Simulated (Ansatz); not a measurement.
# Sn2Ir (Fm-3m): Grüneisen parameters, part 2 of 2

Wanted: mode Grüneisen parameters of Sn2Ir (Fm-3m).

Ansatz 0.2.0; DFT PBEsol, scalar-relativistic, plane waves, PAW; PAW set soft_1.

So far, highest frequency on path, mesh or solved points (cm⁻¹): step 2 (phonons on a q mesh) 180; step 4 (phonons at the other volume, volume ratio 0.97) 193.

**5. Relaxing at another volume, volume ratio 1.03**

The volume is scaled by 1.03 and held; symmetry leaves nothing to relax, so this is a single point. The modes can then be followed against volume.

The input, input.yaml:

```yaml
crystal:
  lattice:
    - [0.0, 3.2045033187, 3.2045033187]
    - [3.2045033187, 0.0, 3.2045033187]
    - [3.2045033187, 3.2045033187, 0.0]
  atoms:
    - { symbol: Sn, position: [0.25, 0.25, 0.25] }
    - { symbol: Sn, position: [0.75, 0.75, 0.75] }
    - { symbol: Ir, position: [0.0, 0.0, 0.0] }
kpoints:
  mp_grid: { grid: [12, 12, 12] }
hamiltonian:
  xc: pbesol
  pseudopotentials: { kind: paw, azcp: { folder: soft_1 }, xc_functional: pbe }
scf:
  occupations: { method: methfessel_paxton, width: 0.2 }
output:
  forces: true
  stress: true
  eigenvalues: true
  write_density: true
  write_potential: true
  elf: true
  volumetric_format: npy
```

Started as:

```
ansatz run input.yaml --threads 4 --pin off --max-ram 10240MiB --backend cpu --events-out ev --progress --plain --runs-dir out
```

Standard output:

```text
[...]
Crystal: 3 atoms, lattice volume = 65.813 Å³
Basis set: ecut = 420 eV, 1243 PW (Γ), exchange–correlation on 64×64×64 points (8 copies of the dense FFT grid, shifted against one another)
Bands: 27, of which v1, the nominal top of the filled ones, is band 23 counted from 1 (22 counted from 0)
Symmetry: 48 space group operations
[...]
k-points: 72 of 1728
[...]
--- Band table (eV; the first three rows and the last of 72) ---
  k-point 0: bands = [... 19 lower, 12.0242, 12.0242, 17.5670, 17.5670, 17.5670, 17.8630, 17.8630, 17.8630]
  k-point 1: bands = [... 19 lower, 11.9919, 12.1081, 16.2202, 17.0220, 17.0220, 17.9918, 18.0704, 18.0704]
  k-point 2: bands = [... 19 lower, 11.9179, 12.8901, 14.7356, 16.2701, 16.2701, 17.5600, 18.1186, 18.1186]
  k-point 71: bands = [... 19 lower, 11.6578, 11.6940, 12.1447, 13.2952, 17.2993, 17.2993, 19.3882, 19.8720]
[key lines of the parts left out:]
SCF converged after 9 iterations
Free energy (F): -23700.999584 eV
Fermi energy:    14.023216 eV
P = ⅓ Tr σ = -3.4546 GPa (-34.546 kbar)
```

Elapsed: 1.6 s, on 4 threads of INTEL XEON PLATINUM 8581C at 2.10GHz (Emerald Rapids), shared host; peak memory 0.49 GiB; 5.4 s of CPU time.

Read from the output:

```
pressure        : -3.455 GPa
volume per atom : 21.94 Å³
```

The run ends at a pressure of -3.45 GPa.

**6. Phonons at the other volume, volume ratio 1.03**

The phonons are repeated at this volume on the same meshes, so that differences come from the volume alone.

input.yaml, the sections that differ from step 5:

```yaml
output:
  eigenvalues: true
phonons:
  method: dfpt
  qmesh: [4, 4, 4]
  temperatures: { t_max: 1000, t_step: 50 }
  qpath:
    path:
      - [[0.0, 0.0, 0.0], [0.5, 0.0, 0.5], [0.625, 0.25, 0.625]]
      - [[0.375, 0.375, 0.75], [0.0, 0.0, 0.0], [0.5, 0.5, 0.5], [0.5, 0.25, 0.75], [0.5, 0.0, 0.5]]
    npoints: 10
# crystal, kpoints, hamiltonian, scf: as in step 5
```

Standard output:

```text
[...]
Crystal: 3 atoms, lattice volume = 65.813 Å³
Basis set: ecut = 420 eV, 1243 PW (Γ), exchange–correlation on 64×64×64 points (8 copies of the dense FFT grid, shifted against one another)
Bands: 27, of which v1, the nominal top of the filled ones, is band 23 counted from 1 (22 counted from 0)
Symmetry: 48 space group operations
k-points: 72 of 1728
[...]
k-point 71: bands = [... 19 lower, 11.6577, 11.6940, 12.1447, 13.2952, 17.2993, 17.2993, 19.3882, 19.8721]
[...]
ASR residual: 8.265e-5 → 0.000e0 eV/Å²; symmetrization residual: 1.389e-5 eV/Å²
  ASR residual per site (eV/Å²): 5.82e-5 5.82e-5 8.26e-5
  Γ frequencies (cm⁻¹): 0.00 0.00 0.00 133.06 133.06 133.06 133.11 133.11 133.11
--- Phonons (arbitrary-q DFPT): 8 irreducible q on the 4×4×4 mesh ---
[...]
interpolated dispersion: 62 rows × 9 modes
[...]
[key lines of the parts left out:]
SCF converged after 11 iterations
Free energy (F): -23700.999584 eV
Fermi energy:    14.023213 eV
```

Wall time 7.3 min (4 threads); peak memory 5.8 GiB; 27 min of CPU time.

This step gave:

- sum-rule residual before enforcement: 8.26e-5 eV/Å²
- highest frequency on path, mesh or solved points: 170.4 cm⁻¹
- mean frequency: 113.5 cm⁻¹
- Debye temperature (second moment): 222 K
- logarithmic mean frequency: 106.1 cm⁻¹
- highest optical mode at the zone centre (no LO-TO term): 133.1 cm⁻¹
- lowest optical zone-centre mode: 133.1 cm⁻¹
- lowest mode on the q mesh (acoustic modes at Γ apart): 37.41 cm⁻¹
- zero-point energy per atom: 21.1 meV
- heat capacity at 300 K: 24.28 J/(mol atoms K)
- vibrational entropy at 300 K: 42.15 J/(mol atoms K)

The highest optical mode at the zone centre (no LO-TO term) is 133.1 cm⁻¹, -11.2 cm⁻¹ against the base run.

**7. Grüneisen parameters**

The Grüneisen parameter of a mode is minus the logarithmic change of its frequency with volume, −d ln ω / d ln V; weighted by heat capacity it gives the expansion.

This step gave:

```
bulk modulus : 126.8 GPa
```

The phonon branches at the labelled points (cm⁻¹):

```
    point  branch 1  branch 2  branch 3  branch 4  branch 5  branch 6  branch 7  branch 8  branch 9
        Γ         0         0         0       143       143       143       144       144       144
  halfway        49        49        88       123       123       128       161       168       168
        X        85        91        91        97        97       108       171       176       176
  halfway        86        88        94        96       101       113       174       175       175
        U        79        86        93       101       108       125       171       171       178
jump to K        79        86        93       101       108       125       171       171       178
  halfway        46        49        95       115       140       141       153       156       170
        Γ         0         0         0       143       143       143       144       144       144
  halfway        38        38        82       132       138       138       156       156       162
        L        57        57       126       134       134       146       156       156       156
  halfway        67        71       104       116       117       148       150       172       173
        W        85        89        93        96        96       148       148       180       180
  halfway        86        88        93        96        99       121       169       176       178
        X        85        91        91        97        97       108       171       176       176
```

The same for volume x 0.97:

```
point  branch 1  branch 2  branch 3  branch 4  branch 5  branch 6  branch 7  branch 8  branch 9
    Γ         0         0         0       154       154       154       156       156       156
    X        93        94        94       105       105       119       183       189       189
    U        81        94       100       106       116       137       182       184       189
    K        81        94       100       106       116       137       182       184       189
    Γ         0         0         0       154       154       154       156       156       156
    L        58        58       133       144       144       158       165       169       169
    W        88        98       101       101       101       160       160       190       193
    X        93        94        94       105       105       119       183       189       189
```

The same for volume x 1.03:

```
point  branch 1  branch 2  branch 3  branch 4  branch 5  branch 6  branch 7  branch 8  branch 9
    Γ         0         0         0       133       133       133       133       133       133
    X        77        89        89        90        90        98       161       164       164
    U        77        78        87        96       100       114       158       159       167
    K        77        78        87        96       100       114       158       159       167
    Γ         0         0         0       133       133       133       133       133       133
    L        57        57       120       126       126       136       144       144       147
    W        81        82        86        91        91       137       137       167       170
    X        77        89        89        90        90        98       161       164       164
```

The first set of phonon branches as a text plot (rows in cm⁻¹):

```
    189 |
    181 |                ****                            ******
    173 |       ***********  ****                    ****     ***
    165 |    *****         **    *          ***    ***      **
    157 |  *****            *********    ***********       *
    149 | ***                *********  ***      **********
    141 |****               *   ************* ***          *
    133 |  ****            *   *    *    ***********        *
    125 |    ***         **  **  ***            ******       *
    117 |       **     **  **   *              *    ***       *
    109 |        ******  *******              *      * **      **
    101 |        *  ******* ****                      ** * ******
     93 |       * ** *******    *            *          *********
     85 |      *    ********                *           *********
     76 |    **   **      ***    *                     **
     68 |        *          ***            *         ***
     60 |   *   *            ***  **            ******
     52 |      *               **         *   **
     44 |  *                    *   *        *
     36 |    **                  *       *  *
     28 |   *                     **       *
     20 | **                        **  * *
     12 |                            *   *
      4 |**                          ****
         Γ           X  U|K            Γ         L        W     X
```

Mode Grueneisen parameter -dln(w)/dln(V), modes matched by rank; at Γ the acoustic branches take the value of a neighbouring point of the path. The mode Grüneisen parameters at the labelled points ():

```
    point  branch 1  branch 2  branch 3  branch 4  branch 5  branch 6  branch 7  branch 8  branch 9
        Γ      1.30      1.30      2.15      2.38      2.38      2.38      2.67      2.67      2.67
  halfway      0.99      0.99      2.28      2.37      2.37      2.26      2.30      2.40      2.40
        X      3.15      0.80      0.80      2.71      2.71      3.21      2.11      2.41      2.41
  halfway      2.45      1.56      1.41      2.21      2.58      3.17      2.15      2.41      2.30
        U      0.86      2.95      2.33      1.57      2.40      3.00      2.36      2.40      2.06
jump to K      0.86      2.95      2.33      1.57      2.40      3.00      2.36      2.40      2.06
  halfway      0.62      0.89      1.81      2.41      2.10      2.06      2.65      2.60      2.32
        Γ      1.43      0.86      2.25      2.38      2.38      2.38      2.67      2.67      2.67
  halfway      0.57      0.57      1.96      2.16      2.37      2.37      2.41      2.41      2.49
        L      0.44      0.44      1.65      2.17      2.17      2.53      2.24      2.63      2.28
  halfway      0.90      1.38      2.67      2.29      1.95      2.47      2.57      2.33      2.13
        W      1.26      3.00      2.76      1.78      1.78      2.58      2.58      2.16      2.09
  halfway      2.47      1.76      1.33      2.53      2.37      2.94      2.46      2.09      2.30
        X      3.15      0.80      0.80      2.71      2.71      3.21      2.11      2.41      2.41
```

The mode Grüneisen parameters as a text plot (rows in , shown from 0.5 to 3.2 only):

```
   3.14 |           *****                                      **
   3.03 |                **                               *   **
   2.92 |         **     ***                            *  *
   2.80 |         **        *                          * **  *
   2.69 |**      *   **      *****    **              *     * ***
   2.57 | **     *     *    **********  ***   **************  **
   2.46 | ***** ********** ***********  ******  * ********  *****
   2.35 |*** ****     ******    ***** ********* * *** *     ***
   2.23 |   *********  **  *****  ******  **  ******   **   **
   2.12 |******   *******  *********       ***** * *********** **
   2.00 |                **    ***          *        **  *    *
   1.89 |           *       *                *     **  *** **
   1.78 |               *   *****             *         * *
   1.66 |               *  *                   ****          *
   1.55 |              *  *                            *
   1.43 |              * *   **      ***              *       *
   1.32 |**       **                                       *
   1.21 |        *  *                                    **
   1.09 |  *    *              *    *                *  *     *
   0.98 |   *  *         *                             *
   0.86 |    **       *   **    **** *****          * *        **
   0.75 |            *      *                        *          *
   0.64 |                    ********     **       **
   0.52 |                                   **  * **
         Γ           X  U|K            Γ         L        W     X
```

(dS/dlnV)/C_V. Thermodynamic Grueneisen parameter against temperature:

```
temperature (K)  thermodynamic Grueneisen parameter
             50                                1.83
            100                                2.00
            150                                2.04
            200                                2.05
            250                                2.06
            300                                2.06
            350                                2.06
            400                                2.06
            450                                2.06
            500                                2.06
            550                                2.06
            600                                2.06
            650                                2.06
            700                                2.06
            750                                2.06
            800                                2.06
            850                                2.06
            900                                2.06
            950                                2.06
           1000                                2.06
```

Gamma C_V/(B V) at the static volume. Table of volume expansion by temperature:

```
temperature (K)  volume expansion (1e-6/K)
             50                       11.9
            100                       23.7
            150                       27.7
            200                       29.3
            250                       30.1
            300                       30.6
            350                       30.9
            400                       31.1
            450                       31.2
            500                       31.3
            550                       31.3
            600                       31.4
            650                       31.4
            700                       31.5
            750                       31.5
            800                       31.5
            850                       31.5
            900                       31.5
            950                       31.6
           1000                       31.6
```

**8. Outcome**

```json
{
  "bulk modulus": "127 GPa",
  "thermodynamic Grüneisen parameter at 300 K": "2.057",
  "volume expansion at 300 K, estimated": "30.59 × 10⁻⁶ K⁻¹"
}
```

What this shows: By this estimate the volume grows by 30.6 × 10⁻⁶ per kelvin at 300 K. The highest optical mode at Γ goes from 156 to 133 cm⁻¹ as the cell grows, a Grüneisen parameter of 2.66. Mode parameters on the path run from 0.43 to 3.2, with a median of 2.3. Branches are matched by rank, so values near crossings are rough. The expansion is the Grüneisen estimate at the static volume, with the static bulk modulus. With no gap, or one that is small against the smearing, the frequencies hang on the k mesh and the smearing, most of all near Kohn anomalies. The phonon runs are without spin polarisation, although the cell has an odd electron count. Spin-orbit coupling is left out, which can matter for the heavy elements here. The PAW files were made for PBE and serve the other functionals too.

[Long decimals in the printed logs are rounded to 6 places.]

[Logs are printed without paths, hosts, clocks, repeated set-up lines and the standing remarks that a program may print on its own settings, such as how far it seeks lower states.]

[Hosts, paths, dates, database ids (printed as entryN), source tags and the programs' standing remarks are cut or masked in the printed files.]

[Where the starting crystal was built by hand or by swapping elements, it need not be the compound's stable phase.]
